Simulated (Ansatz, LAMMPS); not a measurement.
# A vacancy of P at several sites of glassy 71P2O5-29CaO (mol %) (117 atoms)

At which site of glassy 71P2O5-29CaO (mol %) (117 atoms) does a vacancy of P cost least, and what about the site decides it?

Program: Ansatz 0.2.0. Level of theory: Kohn-Sham DFT, PBE, PAW (set soft_2), plane waves. Values are calculated unless marked as measured.

## Step 1: Starting point

The cell holds 117 atoms: 30 P, 6 Ca and 81 O. Cell: a = 11.737 Å, b = 11.737 Å, c = 11.737 Å, α = 90.0°, β = 90.0°, γ = 90.0°. 117 atoms (30 P, 6 Ca, 81 O) placed at random at 2.48 g/cm³, melted at 4000 K for 10 ps at fixed volume with the Morse and Coulomb pair potential with partial charges (Pedone, Malavasi, Menziani, Cormack and Segre, J. Phys. Chem. B 110, 11780 (2006)). Quenched from 4000 K to 300 K at 200 K/ps and fixed volume, held 10 ps at zero pressure, then minimised at fixed cell.

Limits known from the start: The quench rate of 200 K/ps is orders of magnitude faster than experiment, which tends to freeze in extra defects. The starting topology of bonds comes from the classical model, and needn't be the one that DFT or experiment would give. The Brillouin zone is sampled at Γ only, in a cell whose shortest periodic width is 12 Å.

## Step 2: Single point at the start

A single point comes first, to see the forces before anything moves.

input.yaml

```yaml
crystal:
  lattice:
    - [11.7367, 0.0, 0.0]
    - [0.0, 11.7367, 0.0]
    - [0.0, 0.0, 11.7367]
  atoms:
    - { symbol: P, position: [0.85773, 0.09197, 0.38171] }
    - { symbol: P, position: [0.81528, 0.93835, 0.81071] }
    - { symbol: P, position: [0.57621, 0.29504, 0.47632] }
    - { symbol: P, position: [0.50672, 0.9005, 0.28474] }
    - { symbol: P, position: [0.87468, 0.86547, 0.25143] }
    - { symbol: P, position: [0.09745, 0.89488, 0.5912] }
    - { symbol: P, position: [0.52413, 0.03897, 0.51316] }
    - { symbol: P, position: [0.61668, 0.64941, 0.02143] }
    - { symbol: P, position: [0.88998, 0.52172, 0.8095] }
    - { symbol: P, position: [0.08827, 0.67728, 0.74314] }
    - { symbol: P, position: [0.40272, 0.49266, 0.79918] }
    - { symbol: P, position: [0.84939, 0.02858, 0.05017] }
    - { symbol: P, position: [0.98585, 0.44832, 0.44728] }
    - { symbol: P, position: [0.09926, 0.98862, 0.9927] }
    - { symbol: P, position: [0.07951, 0.2211, 0.34389] }
    - { symbol: P, position: [0.40351, 0.9167, 0.85956] }
    - { symbol: P, position: [0.17215, 0.31455, 0.11602] }
    - { symbol: P, position: [0.91316, 0.11656, 0.64091] }
    - { symbol: P, position: [0.46605, 0.30394, 0.24812] }
    - { symbol: P, position: [0.57648, 0.29213, 0.79205] }
    - { symbol: P, position: [0.71716, 0.64817, 0.58425] }
    - { symbol: P, position: [0.14409, 0.24548, 0.69818] }
    - { symbol: P, position: [0.10172, 0.72708, 0.99874] }
    - { symbol: P, position: [0.30463, 0.04458, 0.65581] }
    - { symbol: P, position: [0.78235, 0.36674, 0.62407] }
    - { symbol: P, position: [0.94536, 0.34492, 0.98862] }
    - { symbol: P, position: [0.3457, 0.62975, 0.44023] }
    - { symbol: P, position: [0.58915, 0.65672, 0.35478] }
    - { symbol: P, position: [0.21179, 0.48395, 0.60883] }
    - { symbol: P, position: [0.60769, 0.77296, 0.78716] }
    - { symbol: Ca, position: [0.1912, 0.81506, 0.26528] }
    - { symbol: Ca, position: [0.33754, 0.5712, 0.11461] }
    - { symbol: Ca, position: [0.6764, 0.34773, 0.07788] }
    - { symbol: Ca, position: [0.85471, 0.59173, 0.18559] }
    - { symbol: Ca, position: [0.35746, 0.07917, 0.13506] }
    - { symbol: Ca, position: [0.59537, 0.09793, 0.03891] }
    - { symbol: O, position: [0.45623, 0.98628, 0.95341] }
    - { symbol: O, position: [0.12909, 0.24759, 0.2267] }
    - { symbol: O, position: [0.99689, 0.66184, 0.03307] }
    - { symbol: O, position: [0.88971, 0.40133, 0.52407] }
    - { symbol: O, position: [0.61894, 0.52151, 0.007] }
    - { symbol: O, position: [0.705, 0.86846, 0.79426] }
    - { symbol: O, position: [0.83372, 0.6984, 0.58411] }
    - { symbol: O, position: [0.16476, 0.58965, 0.68133] }
    - { symbol: O, position: [0.07987, 0.85817, 0.99424] }
    - { symbol: O, position: [0.88162, 0.09722, 0.51077] }
    - { symbol: O, position: [0.72526, 0.69529, 0.07211] }
    - { symbol: O, position: [0.40192, 0.04158, 0.56728] }
    - { symbol: O, position: [0.96392, 0.15461, 0.33033] }
    - { symbol: O, position: [0.5115, 0.68306, 0.08855] }
    - { symbol: O, position: [0.72332, 0.51902, 0.60036] }
    - { symbol: O, position: [0.55269, 0.31762, 0.34929] }
    - { symbol: O, position: [0.0612, 0.31648, 0.04334] }
    - { symbol: O, position: [0.30763, 0.84345, 0.895] }
    - { symbol: O, position: [0.80069, 0.77299, 0.29353] }
    - { symbol: O, position: [0.61896, 0.2536, 0.90724] }
    - { symbol: O, position: [0.46467, 0.59816, 0.7616] }
    - { symbol: O, position: [0.64575, 0.71082, 0.6781] }
    - { symbol: O, position: [0.1202, 0.6963, 0.86848] }
    - { symbol: O, position: [0.80145, 0.99071, 0.9332] }
    - { symbol: O, position: [0.1972, 0.70866, 0.08034] }
    - { symbol: O, position: [0.49812, 0.84698, 0.79542] }
    - { symbol: O, position: [0.48701, 0.38952, 0.80407] }
    - { symbol: O, position: [0.03114, 0.18366, 0.66297] }
    - { symbol: O, position: [0.13216, 0.29442, 0.81341] }
    - { symbol: O, position: [0.12368, 0.03058, 0.87536] }
    - { symbol: O, position: [0.2111, 0.95873, 0.6211] }
    - { symbol: O, position: [0.28828, 0.53166, 0.50996] }
    - { symbol: O, position: [0.08261, 0.49683, 0.52145] }
    - { symbol: O, position: [0.78842, 0.58991, 0.83686] }
    - { symbol: O, position: [0.17028, 0.35345, 0.62369] }
    - { symbol: O, position: [0.83933, 0.2341, 0.6458] }
    - { symbol: O, position: [0.34303, 0.50847, 0.91072] }
    - { symbol: O, position: [0.18148, 0.01565, 0.08601] }
    - { symbol: O, position: [0.9433, 0.44903, 0.90536] }
    - { symbol: O, position: [0.09194, 0.78597, 0.66929] }
    - { symbol: O, position: [0.67698, 0.33986, 0.72065] }
    - { symbol: O, position: [0.14671, 0.15826, 0.43029] }
    [... 33 atom lines left out ...]
    - { symbol: O, position: [0.78618, 0.12661, 0.09779] }
    - { symbol: O, position: [0.26956, 0.25064, 0.06615] }
    - { symbol: O, position: [0.27654, 0.65317, 0.33633] }
    - { symbol: O, position: [0.35242, 0.73147, 0.51838] }
    - { symbol: O, position: [0.86165, 0.42985, 0.72059] }
    - { symbol: O, position: [0.31311, 0.46493, 0.70395] }
kpoints:
  mp_grid: { grid: [1, 1, 1] }
hamiltonian:
  xc: pbe
scf:
  occupations: { method: fixed }
output:
  forces: true
```

Launch:

```console
$ ansatz run input.yaml --threads 4 --pin off --max-ram 8192MiB --backend cpu --events-out ev --progress --plain --runs-dir out
```

The program printed:

```text
Engine: ansatz 0.2.0, aarch64-unknown-linux-gnu
Pseudopotentials: kind: paw
Pseudopotential: P, paw, valence charge 5, recommended cutoff 420 eV (normal), P.paw.azcp
Pseudopotential: Ca, paw, valence charge 10, recommended cutoff 420 eV (normal), Ca.paw.azcp
Pseudopotential: O, paw, valence charge 6, recommended cutoff 420 eV (normal), O.paw.azcp
[... 5 lines on functional and potentials left out ...]
Crystal: 117 atoms, lattice volume = 1616.732 Å³
Basis set: ecut = 420 eV, 31463 PW (Γ), exchange–correlation on 160×160×160 points (8 copies of the dense FFT grid, shifted against one another)
Bands: 465, of which v1, the nominal top of the filled ones, is band 348 counted from 1 (347 counted from 0)
Symmetry: 1 space group operations
Space group: P1 (ITA 1), of the structure as read, at distance tolerance 1.2e-4 Å
k-points: 1
[... 7 lines on functional and potentials left out ...]
Initial density: superposition of atomic densities (neutral atoms: chi_scale 0, normalization atom), corrected by the library's trained network
Initial wavefunctions: pseudopotential atomic-orbital guess
Functional: x = pbe(κ = 0.804, μ = 0.219515), c = pbe(β = 0.066725)
SCF iter   1: F=—  HF=-79564.007108 eV  |F-HF|=—  |Δ(HF+E_count)|=         —  Δρ=5.74e-3  dr2=1.18e0  ethr=1.77e-3  ⟨swp⟩=7.0  Hψ=1719  notcnv=0  defer=115
preconditioner: auto → Resta (q_TF=auto, 2.371 Å⁻¹)  ε∞=3.0  [insulator: Δε(μ)=1.833 eV  Ē_g=16.965 eV  n_scr=364 (ndim 8)  ℏωp=24.2 eV  f_vac=0.187  ε∞_Penn≈3.0]
SCF iter   2: F=—  HF=-79563.712998 eV  |F-HF|=—  |Δ(HF+E_count)|=   2.94e-1  Δρ=3.09e-3  dr2=2.69e-1  ethr=1.69e-4  ⟨swp⟩=4.0  Hψ=755  notcnv=0  defer=115
SCF iter   3: F=—  HF=-79563.641317 eV  |F-HF|=—  |Δ(HF+E_count)|=   7.17e-2  Δρ=1.50e-3  dr2=7.53e-2  ethr=3.87e-5  ⟨swp⟩=4.0  Hψ=640  notcnv=0  defer=106
automatic band count: iteration 3 solves 456 bands in place of 465: the levels show a gap, and the empty bands left out lie too high to hold charge; the band table lists the bands solved (type scf.n_extra_bands for more)
SCF iter   4: F=—  HF=-79563.617461 eV  |F-HF|=—  |Δ(HF+E_count)|=   2.39e-2  Δρ=6.26e-4  dr2=7.58e-3  ethr=1.08e-5  ⟨swp⟩=4.0  Hψ=743  notcnv=0  defer=106
SCF iter   5: F=—  HF=-79563.616447 eV  |F-HF|=—  |Δ(HF+E_count)|=   1.01e-3  Δρ=3.62e-4  dr2=1.78e-3  ethr=1.09e-6  ⟨swp⟩=3.0  Hψ=790  notcnv=0  defer=106
SCF iter   6: F=—  HF=-79563.616270 eV  |F-HF|=—  |Δ(HF+E_count)|=   1.77e-4  Δρ=9.68e-5  dr2=1.30e-4  ethr=2.55e-7  ⟨swp⟩=3.0  Hψ=674  notcnv=0  defer=106
SCF iter   7: F=—  HF=-79563.616295 eV  |F-HF|=—  |Δ(HF+E_count)|=   2.58e-5  Δρ=5.57e-5  dr2=4.15e-5  ethr=1.87e-8  ⟨swp⟩=3.0  Hψ=777  notcnv=0  defer=106
SCF iter   8: F=—  HF=-79563.616804 eV  |F-HF|=—  |Δ(HF+E_count)|=   5.09e-4  Δρ=1.42e-5  dr2=2.84e-6  ethr=5.96e-9  ⟨swp⟩=3.0  Hψ=785  notcnv=0  defer=106
SCF iter   9: F=—  HF=-79563.616806 eV  |F-HF|=—  |Δ(HF+E_count)|=   2.17e-6  Δρ=5.45e-6  dr2=4.64e-7  ethr=4.08e-10  ⟨swp⟩=3.0  Hψ=766  notcnv=0  defer=106
SCF iter  10: F=—  HF=-79563.616807 eV  |F-HF|=—  |Δ(HF+E_count)|=   3.64e-7  Δρ=3.75e-6  dr2=1.88e-7  ethr=1.44e-11  ⟨swp⟩=6.0  Hψ=1685  notcnv=0
SCF iter  11: F=-79563.616807 eV  HF=-79563.616807 eV  |F-HF|=9.98e-9  |Δ(HF+E_count)|=  6.55e-10  Δρ=8.31e-7  dr2=1.01e-8  ethr=1.44e-11  ⟨swp⟩=6.0  Hψ=1540  notcnv=0
SCF 1 converged in 11 iterations: F = -79563.616807 eV  dr2 = 1.01e-8
  greatest PAW one-centre occupation: 0.995 electrons in one spin orbital (limit 2), on the Ca atom at site 35 (counted from 0), in its partial waves of l = 0
SCF converged after 11 iterations
Free energy (F): -79563.616807 eV
Harris-Foulkes:  -79563.616807 eV  (|F-HF|=9.98e-9)
Internal energy: -79563.616807 eV  (E = F + TS)
E sigma→0 (E₀):  -79563.616807 eV
Fermi energy:    4.516154 eV
--- Per-component energies (eV) ---
  E_band       = -4406.109478
  E_kinetic    = 18424.853455
  E_local      = -50652.721112  (includes V_loc(G=0)·N_el)
  E_nonlocal   = 5181.146945
  E_hartree    = 18381.931730
  E_xc         = -8697.535340
  E_vxc        = -10545.711420  (∫ρ·V_xc dr)
  E_paw        = -35091.009770  (= ΣΔE_a)
  E_vpaw       = -3577.746632  (= ΣTr[D̂ρ^β])
  E_aug_tail   = 0.205145  (compensation charges beyond the density's cutoff)
  E_ewald      = -27110.487861
  E_smearing   = -0.000000  (= −TS)
  E_closure    = 0.000000  (closes the sum)
  Σ components = -79563.616807   (vs F -79563.616807, Δ=0.00e0)
--- Forces (eV/Å), atoms counted from 1 ---
  atom   1  P     -1.85643961     1.26168139    -1.34878057
  atom   2  P      4.66934172    -4.40386628     0.50572619
  atom   3  P     -4.36266473     3.20782990     2.88635812
  atom   4  P     -0.66509496     1.24220906    -1.50493287
  atom   5  P      1.41057999    -1.13541931     0.23254612
  atom   6  P     -2.51052874     2.39612420    -3.44319850
  atom   7  P      4.56346075    -1.16917285     1.08920438
  atom   8  P      0.14604851    -1.76538576     4.12091537
  atom   9  P     -4.88942111     0.06291281     1.04607815
  atom  10  P     -0.27789915    -1.67871759     1.08246162
  atom  11  P      1.25636352     4.10428482     1.53360790
  atom  12  P      2.06875510     0.15422294     1.77332682
  atom  13  P     -0.91384587    -0.20661487     0.14566726
  atom  14  P      2.39536509     1.25517100    -2.77408506
[...]
atom 116  O      1.32848035    -1.63964865    -0.68409136
  atom 117  O     -2.21315597    -1.50636717    -2.55187811
  max |Σ_I F_I| component: 3.19e-5 eV/Å
```

The job ended after 20 s (4 threads of Arm Neoverse V2, shared host; peak memory 2 GiB; 76 s of CPU time).

The r.m.s. force at the start is 1.5 eV/Å.

(Part 1 of 3 ends here.)

[Long decimals in the printed logs are rounded to 6 places.]

[Logs are printed without paths, hosts, clocks, repeated set-up lines and the standing remarks that a program may print on its own settings, such as how far it seeks lower states.]

[Hosts, paths, dates, database ids (printed as entryN), source tags and the programs' standing remarks are cut or masked in the printed files.]
